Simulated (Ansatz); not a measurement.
# Lattice dynamics of PbS2 (model cell, started as rutile), part 3 of 3

Wanted: phonon frequencies of PbS2 (model cell, started as rutile) and what follows from them.

Ansatz 0.2.0; DFT PBEsol, scalar-relativistic, plane waves, PAW.

So far. Step 3 (Tight relaxation): The largest force component left is 0.026 meV/Å and the pressure is 0.000 GPa, within the tolerances set. The cell now holds 26.15 Å³/atom. Step 4 (Modes at Γ): Before it was imposed, the acoustic sum rule was missed by 3.7e-5 eV/Å². Small misses are needed for a sound result but don't prove that mesh and cutoff are converged. The lowest optical mode is imaginary, 83.0i cm⁻¹, so the energy falls along it. The relaxed cell has a = 6.281, c = 3.977 Å (conventional setting).

The structure was built from a prototype and need not be the compound's stable phase.

**5. Phonons on a q mesh**

Stability and thermal properties need the whole zone. Linear response on a 2×2×4 q mesh gives force constants as far as a supercell of that size would.

input.yaml reads:

```yaml
crystal:
  lattice:
    - [6.2811235934, 0.0, 0.0]
    - [0.0, 6.2811235934, 0.0]
    - [0.0, 0.0, 3.9771181291]
  atoms:
    - { symbol: Pb, position: [0.0, 0.0, 0.0] }
    - { symbol: Pb, position: [0.5, 0.5, 0.5] }
    - { symbol: S, position: [0.3051114232, 0.3051114232, 0.0] }
    - { symbol: S, position: [0.6948885768, 0.6948885768, 0.0] }
    - { symbol: S, position: [0.8051114232, 0.1948885768, 0.5] }
    - { symbol: S, position: [0.1948885768, 0.8051114232, 0.5] }
kpoints:
  mp_grid: { grid: [6, 6, 8] }
hamiltonian:
  xc: pbesol
scf:
  occupations: { method: gaussian, width: 0.01 }
output:
  eigenvalues: true
phonons:
  method: dfpt
  qmesh: [2, 2, 4]
  temperatures: { t_max: 1000, t_step: 50 }
  qpath:
    path:
      - [[0.0, 0.0, 0.0], [0.0, 0.5, 0.0], [0.5, 0.5, 0.0], [0.0, 0.0, 0.0], [0.0, 0.0, 0.5], [0.0, 0.5, 0.5], [0.5, 0.5, 0.5], [0.0, 0.0, 0.5]]
      - [[0.0, 0.5, 0.0], [0.0, 0.5, 0.5]]
      - [[0.5, 0.5, 0.0], [0.5, 0.5, 0.5]]
    npoints: 10
```

Run with:

```console
> ansatz run input.yaml --threads 8 --pin off --max-ram 14336MiB --backend cpu --events-out ev --progress --plain --runs-dir out
```

Numbers of over 12 decimals in the logs are rounded to 6 here.

What it wrote:

```text
Warning: phonons: the dynamical matrix that this run interpolates holds no multipole term above the dipole-dipole one, and a site of this crystal is no centre of inversion, so its interpolated transverse optical and acoustic branches and sound speeds can stay off near Gamma, and the density of states and the thermodynamics with them. What a run solves at a wave vector of phonons.qpoints, Gamma apart, where the deck admits one, is free of this, and under fd what a larger phonons.supercell samples
[...]
Crystal: 6 atoms, lattice volume = 156.907 Å³
Basis set: ecut = 420 eV, 3089 PW (Γ), exchange–correlation on 96×96×60 points (8 copies of the dense FFT grid, shifted against one another)
Bands: 32, of which v1, the nominal top of the filled ones, is band 26 counted from 1 (25 counted from 0)
Symmetry: 16 space group operations
k-points: 50 of 288
[...]
SCF iter   1: F=—  HF=-27048.592904 eV  |F-HF|=—  |Δ(HF+E_count)|=         —  Δρ=4.23e-3  dr2=4.19e-2  ethr=1.77e-3  ⟨swp⟩=8.4  Hψ=8251  notcnv=0
[...]
SCF iter  10: F=-27048.581128 eV  HF=-27048.581128 eV  |F-HF|=3.64e-12  |Δ(HF+E_count)|=    0.00e0  Δρ=5.19e-8  dr2=4.07e-12  ethr=1.00e-12  ⟨swp⟩=11.9  Hψ=8825  notcnv=0
SCF 1 converged in 10 iterations: F = -27048.581128 eV  dr2 = 4.07e-12
[...]
SCF iter   1: F=—  HF=-27048.581129 eV  |F-HF|=—  |Δ(HF+E_count)|=         —  Δρ=8.83e-7  dr2=2.16e-9  ethr=1.88e-7  ⟨swp⟩=3.3  Hψ=13243  notcnv=0
eigensolver tolerance schedule: the retry pair's looser diagonalisation over-reported the residual by 45270.75 of it (diagonalisation noise at an unbounded share of the residual, at the tolerance the schedule requests for it); recorded, not acted on — ethr = c·dr2/N_el stays at c = 1.0e-1
[...]
SCF iter   2: F=—  HF=-27048.581128 eV  |F-HF|=—  |Δ(HF+E_count)|=   7.99e-7  Δρ=5.41e-7  dr2=8.95e-10  ethr=4.15e-12  ⟨swp⟩=4.1  Hψ=4705  notcnv=0
[...]
SCF iter   5: F=-27048.581128 eV  HF=-27048.581128 eV  |F-HF|=7.28e-12  |Δ(HF+E_count)|=  1.09e-11  Δρ=3.97e-8  dr2=3.65e-12  ethr=1.00e-12  ⟨swp⟩=3.7  Hψ=4854  notcnv=0
SCF 2 converged in 5 iterations: F = -27048.581128 eV  dr2 = 3.65e-12
[...]
k-points: 104 of 288 (irreducible under 2 space group operations, time reversal used)
[...]
SCF iter   4: F=-27048.581128 eV  HF=-27048.581128 eV  |F-HF|=6.91e-11  |Δ(HF+E_count)|=  4.00e-11  Δρ=1.83e-7  dr2=9.33e-11  ethr=1.00e-12  ⟨swp⟩=11.2  Hψ=14770  notcnv=0
SCF 3 converged in 4 iterations: F = -27048.581128 eV  dr2 = 9.33e-11
NSCF: frozen V_eff on 104 k-points
[...]
DFPT response loops at q = (0, 0, 0) (fractional): preconditioner auto → Resta (q_TF=auto, 2.270 Å⁻¹)  ε∞=18.8 (no band partly filled); β = 1.00, the filter's whole step (`scf.mixing.beta` (0.50) is not read by the response loops at its default; to damp them type it under 1.00, their step now; it binds the ground state too); Broyden in place of MSR1
[...]
SCF converged after 10 iterations
Free energy (F): -27048.581128 eV
[...]
Internal energy: -27048.581128 eV  (E = F + TS)
E sigma→0 (E₀):  -27048.581128 eV
Fermi energy:    5.548786 eV
[...]
--- Band table (eV; the first three rows and the last of 50) ---
  k-point 0: bands = [... 22 lower, 4.8386, 4.8386, 5.2536, 5.2536, 5.9038, 6.8601, 8.7154, 8.7154, ... 2 higher]
  k-point 1: bands = [... 22 lower, 4.2071, 5.2903, 5.2949, 5.2949, 5.7894, 7.2071, 9.3877, 9.3877, ... 2 higher]
  k-point 2: bands = [... 22 lower, 3.5576, 5.1492, 5.1492, 5.4642, 5.7662, 7.4634, 10.0561, 10.5461, ... 2 higher]
  k-point 49: bands = [... 22 lower, 4.9069, 4.9069, 5.0528, 5.0528, 5.8605, 5.8605, 10.6816, 10.6816, ... 2 higher]
--- Phonons (Γ-DFPT): 4 representative perturbations + reference (Σ response iterations 12) ---
  ASR residual: 3.837e-5 → 0.000e0 eV/Å²; symmetrization residual: 3.649e-6 eV/Å²
  ASR residual per site (eV/Å²): 3.84e-5 3.84e-5 3.43e-5 3.43e-5 3.43e-5 3.43e-5
[...]
--- Phonons (arbitrary-q DFPT): 9 irreducible q on the 2×2×4 mesh ---
  q = [0.0000, 0.0000, 0.0000] (star 1, of the zone-centre solve; hermiticity 1.09e-6, symmetrization 7.68e-12): -83.01 -83.01 -81.87 -61.85 -0.00 -0.00 0.00 30.40 95.90 95.90 190.95 190.95 203.34 241.64 241.64 248.23 276.76 298.15
  q = [0.0000, 0.0000, 0.2500] (star 2, 4 solved perturbations in 528 linear systems a pass and spin channel, the states on 160 of 288 k-point pairs; hermiticity 6.31e-7, symmetrization 7.19e-13): -86.52 -85.77 -85.77 -55.87 22.73 22.73 75.39 76.97 78.69 78.69 228.98 228.98 231.18 235.76 235.76 249.90 278.11 297.09
[...]
q = [0.0000, -0.5000, 0.0000] (star 2, 6 solved perturbations on 100 of 288 k-point pairs; hermiticity 1.59e-6, symmetrization 8.39e-13): -80.55 -80.55 -59.15 -59.15 22.83 22.83 70.82 70.82 73.59 73.59 185.58 185.58 232.91 232.91 236.99 236.99 289.79 289.79
[...]
sum rule: each row above includes the acoustic sum rule's correction from the zone centre's row sums; it moved no ω² by more than (0.54 cm⁻¹)²
  mesh force constants: q→R imaginary residual 4.38e-18; ASR residual 3.837e-5 → 0.000e0 eV/Å²; symmetrization residual 5.329e-15 eV/Å²
  interpolated dispersion: 93 rows × 18 modes
  density of states and harmonic sums: on the 10×10×16 q-mesh, interpolated from the force constants of a 2×2×4 supercell (no non-analytic term)
  largest difference from the sums on the solved wave vectors: F 4.95e-2 eV, S 6.51e-5 and C_V 1.56e-5 eV/K
  zero-point energy: 0.143809 eV/cell   skipped modes (ω ≤ 0): 760, of them read as no rigid motion or as one in doubt: 757 (4.005e0 modes/cell left out, lowest -92.02 cm⁻¹)   left out of the sums: 2.23e-1 of the cell's modes: C_V's classical limit lies that fraction below 3 k_B per atom; for a crystal, a wire or a layer, F and S can be off by more, and a phonons.interpolated_qmesh denser along its periods is the remedy for the sampling
```

Elapsed: 10 min, on 8 threads of Arm Neoverse N1, shared host; peak memory 2.3 GiB; 80 min of CPU time.

This step gave:

```yaml
sum_rule_residual_before_enforcement: 3.84e-5 eV/Å²
lowest_frequency_on_the_path: -92.02 cm⁻¹
highest_frequency_on_the_path_or_at_a_solved_wavevector: 298.1 cm⁻¹
lowest_mode_on_the_q_mesh_acoustic_modes_at_gamma_apart: -91.17 cm⁻¹
```

Frequencies (cm⁻¹) solved at each irreducible wavevector; negative means imaginary. Frequencies by wavevector, by row:

| q in reciprocal lattice units | star | mode 1 | mode 2 | mode 3 | mode 4 | mode 16 | mode 17 | mode 18 |
| --- | --- | --- | --- | --- | --- | --- | --- | --- |
| 0 0 0 | 1 | -83 | -83 | -81.9 | -61.9 | 248.2 | 276.8 | 298.1 |
| 0 0 0.25 | 2 | -86.5 | -85.8 | -85.8 | -55.9 | 249.9 | 278.1 | 297.1 |
| 0 0 -0.5 | 1 | -85.1 | -85.1 | -83 | -83 | 250.5 | 290.6 | 290.6 |
| 0 -0.5 0 | 2 | -80.5 | -80.5 | -59.1 | -59.1 | 237 | 289.8 | 289.8 |
| 0 -0.5 0.25 | 4 | -80.2 | -80.2 | -68.5 | -68.5 | 250.8 | 291.6 | 291.6 |
| 0 -0.5 -0.5 | 2 | -85.9 | -85.9 | -65.6 | -65.6 | 254.2 | 292.9 | 292.9 |
| -0.5 -0.5 0 | 1 | -91.2 | -91.2 | -88.9 | -88.9 | 242.3 | 282.2 | 282.2 |
| -0.5 -0.5 0.25 | 2 | -87.4 | -87.4 | -81 | -81 | 233.6 | 289.7 | 289.7 |
| -0.5 -0.5 -0.5 | 1 | -83.7 | -83.7 | -62.3 | -62.3 | 244.3 | 293.3 | 293.3 |

Interpolated from a 2×2×4 q mesh, without the LO-TO term. Phonon branches along the path, in cm⁻¹:

```
    point  branch 1  branch 2  branch 3  branch 4  branch 15  branch 16  branch 17  branch 18
        Γ       -83       -83       -82       -62        242        248        277        298
  halfway       -85       -80       -72       -59        240        244        281        296
        X       -80       -80       -59       -59        237        237        290        290
  halfway       -87       -87       -74       -74        239        239        286        286
        M       -91       -91       -89       -89        242        242        282        282
  halfway       -88       -81       -75       -65        241        242        281        293
        Γ       -83       -83       -82       -62        242        248        277        298
  halfway       -86       -86       -86       -56        236        250        278        297
        Z       -85       -85       -83       -83        250        250        291        291
  halfway       -86       -86       -74       -74        250        250        292        292
        R       -86       -86       -66       -66        254        254        293        293
  halfway       -85       -85       -64       -64        246        246        293        293
        A       -84       -84       -62       -62        244        244        293        293
  halfway       -88       -83       -73       -66        246        254        292        293
        Z       -85       -85       -83       -83        250        250        291        291
jump to X       -80       -80       -59       -59        237        237        290        290
  halfway       -80       -80       -69       -69        251        251        292        292
        R       -86       -86       -66       -66        254        254        293        293
jump to M       -91       -91       -89       -89        242        242        282        282
  halfway       -87       -87       -81       -81        234        234        290        290
        A       -84       -84       -62       -62        244        244        293        293
```

Tetrahedra on a 10×10×16 mesh, mean over bins of 5 cm-1. Interpolated from a 2×2×4 q mesh. The phonon density of states by wavenumber; read off at these points:

```
wavenumber (cm⁻¹)  phonon density of states (1/cm⁻¹/cell)
              -92                                 0.00597
              -82                                   0.276
              -72                                  0.0844
              -68                                   0.111
              -62                                  0.0549
              -52                                       0
              -38                                       0
              -28                                       0
              -18                                       0
               -8                                  2.0e-5
                2                                  8.2e-4
               12                                  0.0106
               22                                   0.120
               28                                   0.143
               32                                  0.0988
               42                                  0.0329
               58                                  0.0637
               68                                  0.0467
               78                                  0.0211
               88                                  0.0642
               98                                  0.0519
              108                                  0.0343
              118                                  0.0307
              128                                 0.00133
              138                                       0
              148                                       0
              162                                       0
              172                                       0
              182                                  7.0e-5
              192                                  0.0346
              202                                   0.024
              212                                  0.0852
              222                                  0.0983
              232                                  0.0927
              242                                   0.204
              258                                       0
              268                                       0
              278                                  0.0144
              288                                  0.0938
              292                                   0.183
              298                                  0.0514
```

The partial phonon density of states has structure finer than the step of the table below, so its rows give means over 10 cm⁻¹, whole bins alone (the curve runs from -102 to 317 cm⁻¹). Peaks (cm⁻¹: height): Pb 27.1: 0.114, 64.0: 0.0633, 90.4: 0.0637, 240.7: 0.0146; S -83.6: 0.217, 240.7: 0.168, 293.4: 0.139.

Phonopy on the run's constants, 9x9x15 mesh, Gaussian sigma 3.0 cm-1. Interpolated from a 2×2×4 q mesh. Table of partial phonon density of states by wavenumber; means over each step; values in 1/cm⁻¹/cell:

```
wavenumber (cm⁻¹)       Pb        S
              -90  0.00382   0.0899
              -80  0.00936    0.156
              -70  0.00434   0.0857
              -60  0.00104   0.0448
              -50   3.1e-5  0.00296
              -40        0   1.5e-6
              -30        0        0
              -20   2.7e-6        0
              -10   4.4e-4   2.9e-5
                0   8.4e-4   1.7e-4
               10  0.00970  0.00168
               20   0.0700   0.0102
               30   0.0972   0.0153
               40   0.0383  0.00574
               50   0.0379  0.00491
               60   0.0541  0.00634
               70   0.0389  0.00384
               80   0.0300  0.00281
               90   0.0568  0.00480
              100   0.0418  0.00318
              110   0.0327  0.00148
              120   0.0256   6.6e-4
              130  0.00440   7.1e-5
              140   5.7e-6        0
              150        0        0
              160        0        0
              170        0   2.7e-6
              180   1.2e-4  0.00274
              190   8.0e-4   0.0249
              200   9.9e-4   0.0261
              210  0.00263   0.0525
              220  0.00583   0.0911
              230  0.00692   0.0993
              240   0.0124    0.149
              250  0.00634    0.104
              260   4.1e-4   0.0134
              270   1.9e-5  0.00154
              280   7.9e-4   0.0380
              290  0.00387    0.114
              300  0.00139   0.0403
              310   3.2e-6   1.8e-4
```

Symmetry leaves 9 wavevectors to solve. The lowest mode among them, the acoustic zeros apart, lies at q = (-0.5, -0.5, 0) and is imaginary, 91.2i cm⁻¹, so the energy falls along it.

**6. Summary of results**

```yaml
space_group_after_relaxation_within_0p01_a: P4_2/mnm
volume_per_atom: 26.2 Å³
gap_on_the_k_mesh: 0.170 eV
highest_optical_mode_at_the_zone_centre_no_lo_to_term: 298 cm⁻¹
lowest_optical_zone_centre_mode: -83.0 cm⁻¹
lowest_mode_on_the_q_mesh_acoustic_modes_at_gamma_apart: -91.2 cm⁻¹
highest_frequency_on_the_path_or_at_a_solved_wavevector: 298 cm⁻¹
imaginary_modes_on_the_2x2x4_q_mesh: yes
```

Modes are clearly imaginary (beyond 10i cm⁻¹) at 9 of the 9 irreducible wavevectors, most at q = (-0.5, -0.5, 0) (91.2i cm⁻¹), so this structure is not a minimum of the energy. Without the field, the optical modes at Γ span -83 to 298 cm⁻¹ (negative means imaginary). The highest mode in this list at Γ, 298.1 cm⁻¹, is mostly motion of S (100 % of the kinetic energy). Where the field response was not run the interpolation lacks the dipole term, so the LO-TO splitting is missing from branches, density of states and sums. Spin-orbit coupling is left out, which can matter for the heavy elements here. The starting cell was built on a prototype and not taken from a measurement, so the phase need not exist. These are harmonic frequencies at zero temperature: anharmonic shifts, linewidths and thermal expansion are left out.

[Logs are printed without paths, hosts, clocks, repeated set-up lines and the standing remarks that a program may print on its own settings, such as how far it seeks lower states.]

[Hosts, paths, dates, database ids (printed as entryN), source tags and the programs' standing remarks are cut or masked in the printed files.]
